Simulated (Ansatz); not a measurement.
## Where Ir_W puts its levels in the gap of Na2WO4 (Fd-3m)

Aim: at which Fermi levels does Ir_W in Na2WO4 (Fd-3m) change its charge? The model is a cell of 56 host atoms with 1 W taken out and 1 Ir put in.

Calculated with Ansatz 0.2.0; place-levels on PBEsol runs: charge-transition levels and formation energies with image-charge correction and potential alignment at the atomic sites.

## Step 1: Set-up

The cell holds 56 atoms: 16 Na, 7 W, 1 Ir and 32 O. Cell: a = 9.109 Å, b = 9.109 Å, c = 9.109 Å, α = 90.0°, β = 90.0°, γ = 90.0°. It derives from Na2WO4 (space group Fd-3m). Nearest the centre at fractional (0.500, 0.500, 0.500): Ir24 at 0.00 Å, O53 at 1.79 Å, O42 at 1.79 Å, O47 at 1.79 Å, O52 at 1.79 Å, O32 at 3.75 Å, O25 at 3.75 Å, O26 at 3.75 Å.

The host's dielectric constants go in as inputs: 2.87 for the electrons alone, 6.09 with the ions, from a response run on this crystal (DFPT, PBEsol) at that run's own cell.

The cell's shortest repeat is 9.1 Å.

## Step 2: What was run first

A transition level is the Fermi level at which two charge states cost the same, so each charge needs its own total energy, at its own relaxed structure.

Each atom starts 0.05 Å or so off its site in a random direction: a symmetric start keeps its symmetry, and would miss off-centre moves and Jahn–Teller distortions. Forces are taken at one point at (¼, ¼, ¼). The cell holds 2 electrons more than the neutral one, with a uniform background that keeps it neutral on the whole. The electron count is odd, so at least one spin is unpaired; this run locks the moment at 1 μB.

The sampling was tested on the host first: at the k-points planned (1x1x1 shifted 0.25 0.25 0.25) its energy lies 0.000 eV an atom from the dense-mesh value, under the bound of 0.02 eV set for this test; that bounds the host's error, not the defect's.

One of the inputs; charge, spin and start change from state to state.

File qm2_M1.relax/input.yaml:

```yaml
crystal:
  lattice:
    - [9.1091061, 0.0, 0.0]
    - [0.0, 9.1091061, 0.0]
    - [0.0, 0.0, 9.1091061]
  atoms:
    - { symbol: Na, position: [0.125, 0.375, 0.375] }
    - { symbol: Na, position: [0.125, 0.875, 0.875] }
[... 5 atom lines left out ...]
    - { symbol: Na, position: [0.875, 0.625, 0.375] }
[... 1 atom line left out ...]
    - { symbol: Na, position: [0.375, 0.875, 0.625] }
    - { symbol: Na, position: [0.875, 0.375, 0.625] }
[... 12 atom lines left out ...]
    - { symbol: Ir, position: [0.5, 0.5, 0.5] }
    - { symbol: O, position: [0.36328797, 0.13671203, 0.63671203] }
    - { symbol: O, position: [0.36328797, 0.63671203, 0.13671203] }
[... 1 atom line left out ...]
    - { symbol: O, position: [0.86328797, 0.63671203, 0.63671203] }
    - { symbol: O, position: [0.13671203, 0.36328797, 0.63671203] }
[... 1 atom line left out ...]
    - { symbol: O, position: [0.63671203, 0.36328797, 0.13671203] }
    - { symbol: O, position: [0.63671203, 0.86328797, 0.63671203] }
[... 1 atom line left out ...]
    - { symbol: O, position: [0.13671203, 0.63671203, 0.36328797] }
    - { symbol: O, position: [0.63671203, 0.13671203, 0.36328797] }
    - { symbol: O, position: [0.63671203, 0.63671203, 0.86328797] }
    - { symbol: O, position: [0.36328797, 0.36328797, 0.86328797] }
    - { symbol: O, position: [0.36328797, 0.86328797, 0.36328797] }
    - { symbol: O, position: [0.86328797, 0.36328797, 0.36328797] }
[... 2 atom lines left out ...]
    - { symbol: O, position: [0.38671203, 0.61328797, 0.61328797] }
[... 4 atom lines left out ...]
    - { symbol: O, position: [0.61328797, 0.38671203, 0.61328797] }
[... 4 atom lines left out ...]
    - { symbol: O, position: [0.61328797, 0.61328797, 0.38671203] }
    - { symbol: O, position: [0.38671203, 0.38671203, 0.38671203] }
[... 2 atom lines left out ...]
    - { symbol: O, position: [0.88671203, 0.88671203, 0.38671203] }
  host:
    repeats: [1, 1, 1]
    atoms:
      - { symbol: Na, position: [0.125, 0.375, 0.375] }
      - { symbol: Na, position: [0.125, 0.875, 0.875] }
      # ... 54 more atoms of the perfect host
total_charge: -2
basis:
  ecutwfc: 420
  xc_grid: 2
hamiltonian:
  xc: pbesol
kpoints:
  mp_grid: { grid: [1, 1, 1], shift: [0.25, 0.25, 0.25] }
magnetization:
  spin_polarized: true
  initial_magnetization: 1
  spin_locking: { lock_magnetization: hard }
scf:
  occupations: { method: fixed }
  max_iter: 60
output:
  forces: true
  charged_corrections:
    epsilon: 2.87
    static_epsilon: 6.09
    defect_position: [0.5, 0.5, 0.5]
relax:
  f_tol: 0.02
  max_steps: 80
  random_displacement: { amplitude: 0.05, seed: 9294 }
checkpoint:
  write: "../qm2_M1.relax.run"
  compress: false
  write_wavefunctions: true
  write_every: 100000
```

Launch:

```bash
$ ansatz run input.yaml --threads 4 --pin off --max-ram 7536MiB --backend cpu --events-out ev --progress --plain --runs-dir out
```

The relaxed structure is kept and the sampling changed to a 2×2×2 shifted mesh.

The run of this state that the levels use, under PBEsol:

File qm2_M1.point/input.yaml:

```yaml
crystal:
  checkpoint: "../qm2_M1.relax.run"
  host: checkpoint
total_charge: -2
basis:
  ecutwfc: 420
  xc_grid: 2
hamiltonian:
  xc: pbesol
kpoints:
  mp_grid: { grid: [2, 2, 2], shift: [0.5, 0.5, 0.5] }
magnetization:
  spin_polarized: true
  initial_magnetization: 1
  spin_locking: { lock_magnetization: hard }
scf:
  occupations: { method: fermi_dirac, width: 0.01 }
  max_iter: 60
output:
  forces: true
  eigenvalues: true
  charged_corrections:
    epsilon: 2.87
    static_epsilon: 6.09
    defect_position: [0.5, 0.5, 0.5]
  eigenstates: { localisation: true }
  populations: true
  efg: {}
  band_densities: [{ bands: [v1, v1] }, { bands: [c1, c1] }]
  write_density: true
  write_potential: true
  volumetric_format: npy
checkpoint:
  read: "../qm2_M1.relax.run"
  write: "../qm2_M1.point.run"
  compress: false
  write_wavefunctions: false
  write_every: 100000
```

Relaxations under PBEsol at one point at (¼, ¼, ¼); times on 4 threads of Arm Neoverse V1, shared host:

```
charge  moment (μB)  occupations        outcome  steps  largest displacement against the far atoms (Å)     time
    −2            1        fixed      converged     11                                            0.44  4.7 min
    −1            0        fixed      converged      5                                            0.08     55 s
     0            1        fixed  not converged      -                                               -     88 s
     0            1  fermi-dirac      converged      9                                            0.16  4.3 min
```

Single points under PBEsol at a 2×2×2 shifted mesh; times on 4 threads of Arm Neoverse V1, shared host:

```
charge  moment (μB)  occupations    outcome     time
    −2            1  fermi-dirac  converged  2.8 min
    −1            0  fermi-dirac  converged     54 s
     0            1  fermi-dirac  converged    2 min
```

Distances (Å) from Ir24 to the nearest atoms after relaxation with PBEsol:

```
charge  moment (μB)      1.      2.      3.      4.       5.       6.
    −2            1  O 1.85  O 1.85  O 1.85  O 2.15   W 3.33   O 3.40
    −1            0  O 1.87  O 1.87  O 1.87  O 1.87  Na 3.72  Na 3.72
     0            1  O 1.81  O 1.81  O 1.81  O 1.81   O 3.72   O 3.72
```

## Step 3: place-levels, PBEsol

A charged cell interacts with its images and the background, and its potential has another zero than the host's. place-levels removes the first by a point-charge model, screened by the static dielectric constant since the ions have relaxed around the charge, and the second by comparing potentials at atoms far from the defect.

The host is a run of the defect-free crystal in the same cutoffs, grids and k-points, so that basis and sampling errors cancel in part in the differences. Its band edges come from a run of the primitive cell that searches the zone for them. Chemical potentials are energies per atom of W (bcc) and Ir (fcc), run with the same functional and cutoff.

File levels.point.yaml:

```yaml
host:
  run: host.point.run
  levels_from: { run: edges.point.run }
states: [qm2_M1.point.run, qm1.point.run, q0_M1.point.run]
geometry_from:
  qm2_M1.point.run: qm2_M1.relax.run
  qm1.point.run: qm1.relax.run
  q0_M1.point.run: q0_M1.relax_smeared.run
  host.point.run: host.relax.run
chemical_potentials:
  W:
    energy: -10256.565169
    dataset: "<sha256 of the dataset>"
  Ir:
    energy: -11799.036216
    dataset: "<sha256 of the dataset>"
epsilon: 2.87
static_epsilon: 6.09
vertical:
  - { from: qm2_M1.point.run, to: qm2_M1.point_neutral.run }
  - { from: qm1.point.run, to: qm1.point_neutral.run }
```

Launch:

```bash
$ ansatz place-levels levels.point.yaml -- --threads 4 --pin off --max-ram 7536MiB
```

Numbers of over 12 decimals in the logs are rounded to 6 here.

Log:

```text
[... repeated set-up lines and file paths are left out, and long positions are rounded to six places ...]
(0/-1) 3.479 eV above the valence edge, 1.500 eV under the conduction edge
(-1/-2) 5.297 eV above the valence edge, in the conduction band
formation energy of charge 0: +8.518 eV with the Fermi level at the valence edge
formation energy of charge -1: +11.997 eV with the Fermi level at the valence edge
formation energy of charge -2: +17.295 eV with the Fermi level at the valence edge
vertical -2 to 0: no energy, since no alignment is typed
  the change from vertical[0].from (qm2_M1.point.run) to vertical[0].to (qm2_M1.point_neutral.run): by its potential at epsilon 2.87 it stands at 0.526 0.527 0.526, with an rms radius of about 2.1 Å (1.2 1.2 1.2 Å across the planes of the cell's vectors); [...]
vertical -1 to 0: no energy, since no alignment is typed
  the change from vertical[1].from (qm1.point.run) to vertical[1].to (qm1.point_neutral.run): by its potential at epsilon 2.87 it stands at 0.500 0.500 0.500, with an rms radius of about 1.6 Å (0.9 0.9 0.9 Å across the planes of the cell's vectors); [...]
  edges by pbesol of host.levels_from (edges.point.run), its mesh sampled to repeats of 32.21 Å (the valence edge +0.048 eV and the conduction edge -0.282 eV from those of the host's own run), gap 4.979 eV; the host is sampled to repeats of 25.76 Å
  the defect's cells are sampled to repeats of 25.76 Å, like sampling
  charge 0: +0.000 eV for its dipole among its images, +0.000 omitted
  charge -1: -125179.3130 eV with its correction of +0.355 eV, at epsilon 6.09, aligned at sites: +0.0131 eV, mean over 23 atomic sites at or beyond 4.55 Å from the defect at [0.5000, 0.5000, 0.5000], with +0.000000 for the charge's moments and without [...]
  charge -2: -125169.6475 eV with its correction of +1.414 eV, at epsilon 6.09, aligned at sites: +0.0297 eV, mean over 23 atomic sites at or beyond 4.55 Å from the defect at [0.5000, 0.5000, 0.5000], with +0.000000 for the charge's moments and without [...]
  of states[2] (q0_M1.point.run): its displacements don't fall off away from the defect: farther atoms stand 0.017 Å off the host's places. [...]
  of states[1] (qm1.point.run): its alignment with the host at atomic sites is doubtful: the mean over the far sites moves by -0.0508 eV from their farther parts to their nearer, more than 0.05 eV. [...]
  of states[0] (qm2_M1.point.run): it parts from the run that its charge is read beside by 2 carriers, of which the mean alone is read, by its potential at epsilon 2.87, taken for that of held ions (one typed too small widens it): that is narrow, but one of [...]
  of vertical[0].from (qm2_M1.point.run): its displacements don't fall off away from the defect: farther atoms stand 0.08 Å off the host's places. [...]
  vertical[0].to (qm2_M1.point_neutral.run): levels filled in part (TS 0.014 eV): its energy is of no whole electron's
  of vertical[0].to (qm2_M1.point_neutral.run): its displacements don't fall off away from the defect: farther atoms stand 0.08 Å off the host's places. [...]
  of vertical[1].from (qm1.point.run): its displacements don't fall off away from the defect: farther atoms stand 0.024 Å off the host's places. [...]
  vertical[1].to (qm1.point_neutral.run): levels filled in part (TS 0.014 eV): its energy is of no whole electron's
  of vertical[1].to (qm1.point_neutral.run): its displacements don't fall off away from the defect: farther atoms stand 0.024 Å off the host's places. [...]
```

The job ended after 0.37 s (4 threads of Arm Neoverse V1, shared host).

Levels between the charges placed, in eV above the valence top:

```
        gap (eV)  (0/−1)  (−1/−2)
PBEsol      4.98    3.48     5.30
```

Corrections by state:

```
charge  moment (μB)  image terms and alignment (eV)  band filling (eV)  ε used  over the lowest of its charge, as the program ranks them, band filling apart (eV)
     0          1.0                           0.000                  -       -                                                                              0.000
    −1          0.0                           0.355                  -    6.09                                                                              0.000
    −2          1.0                           1.414                  -    6.09                                                                              0.000
```

The charged structures listed were also run neutral, and place-levels reads from each pair, by the potential or the spins, how wide the charge is by which they differ; that can be the carrier of either run.

```
charge  rms radius (Å)  spread where it is widest against the cell (Å)  wide from (Å)  reading
    −1             1.6                                            0.91           1.58   narrow
    −2             2.1                                            1.24           1.58   narrow
```

The neutral runs of these pairs need not share the spin of the lowest neutral state, and very wide values only mean spread over the cell.

From the program's caveats on the states, each cut to its opening words:

- charge 0 (1 μB): its displacements don't fall off away from the defect: farther atoms stand 0.017 Å off the host's places
- charge 0 (1 μB): flagged: stability check not made
- charge −1: its alignment with the host at atomic sites is doubtful: the mean over the far sites moves by -0.0508 eV from their farther parts to their nearer, more than [...]
- charge −1: its displacements don't fall off away from the defect: farther atoms stand 0.024 Å off the host's places
- charge −2 (1 μB): it parts from the run that its charge is read beside by 2 carriers, of which the mean alone is read, by its potential at epsilon 2.87, taken for that of held [...]
- charge −2 (1 μB): its alignment with the host at atomic sites is doubtful: the mean over the far sites moves by -0.1716 eV from their farther parts to their nearer, more than [...]
- charge −2 (1 μB): its displacements don't fall off away from the defect: farther atoms stand 0.08 Å off the host's places

Chemical potentials of the elements' reference phases, run alike. Formation energies (elemental references), with the Fermi level at the valence top and at the conduction bottom (gap 4.98 eV):

```
charge  at valence top (eV)  at conduction bottom (eV)  correction included (eV)
     0                 8.52                       8.52                      0.00
    −1                12.00                       7.02                      0.36
    −2                17.29                       7.34                      1.41
```

| Fermi level (eV) | lowest formation energy (eV) |
| --- | --- |
| 0.00 | 8.52 |
| 0.45 | 8.52 |
| 0.90 | 8.52 |
| 1.36 | 8.52 |
| 1.81 | 8.52 |
| 2.26 | 8.52 |
| 2.72 | 8.52 |
| 3.17 | 8.52 |
| 3.62 | 8.37 |
| 4.07 | 7.92 |
| 4.53 | 7.47 |
| 4.98 | 7.02 |

## Step 4: Results

```json
{
 "gap of the host": "4.98 eV (PBEsol)",
 "level (0/minus 1)": "3.48 eV above the valence top",
 "level (minus 1/minus 2)": "5.30 eV above the valence top, past the conduction bottom",
 "lowest of the charges placed, just above the valence top (0.02 eV)": "0",
 "lowest of the charges placed, just below the conduction bottom (0.02 eV)": "−1",
 "lowest formation energy at mid-gap of the charges run, elemental references": "8.52 eV"
}
```

Of the charges placed (−2, −1 and 0), the lowest changes at 3.48 eV (0/−1) above the valence top, in a gap of 4.98 eV. Charges above 0 were not placed, so these runs say nothing of levels that involve them. States placed: 0 at 1 μB; −1 at 0 μB; −2 at 1 μB. Other spin states or structures, where not listed, weren't placed. Ir is taken at its element; compounds, which aren't counted here, bound the chemical potentials and would shift these formation energies. The program doubts the alignment of potentials for at least one state, a sign that the cell is small. Keep in mind: PBEsol makes the gap too small and tends to spread out bound carriers; where a gas molecule sets a chemical potential or the host's formation energy, its binding is uncorrected; spin–orbit coupling, which can matter with heavy atoms, is left out.

[Logs are printed without paths, hosts, clocks, repeated set-up lines and the standing remarks that a program may print on its own settings, such as how far it seeks lower states.]

[Hosts, paths, dates, database ids (printed as entryN), source tags and the programs' standing remarks are cut or masked in the printed files.]

[Where a table of states has a column of steps, it counts the stored structures, which are thinned; the runs took as many ionic steps or more.]

[A defect's name tells the site on which it was built; relaxed atoms can leave that site.]

[For some hosts the program warned that the k-mesh of the response run may be too coarse for force constants and the static dielectric constant; such warnings are not shown here.]
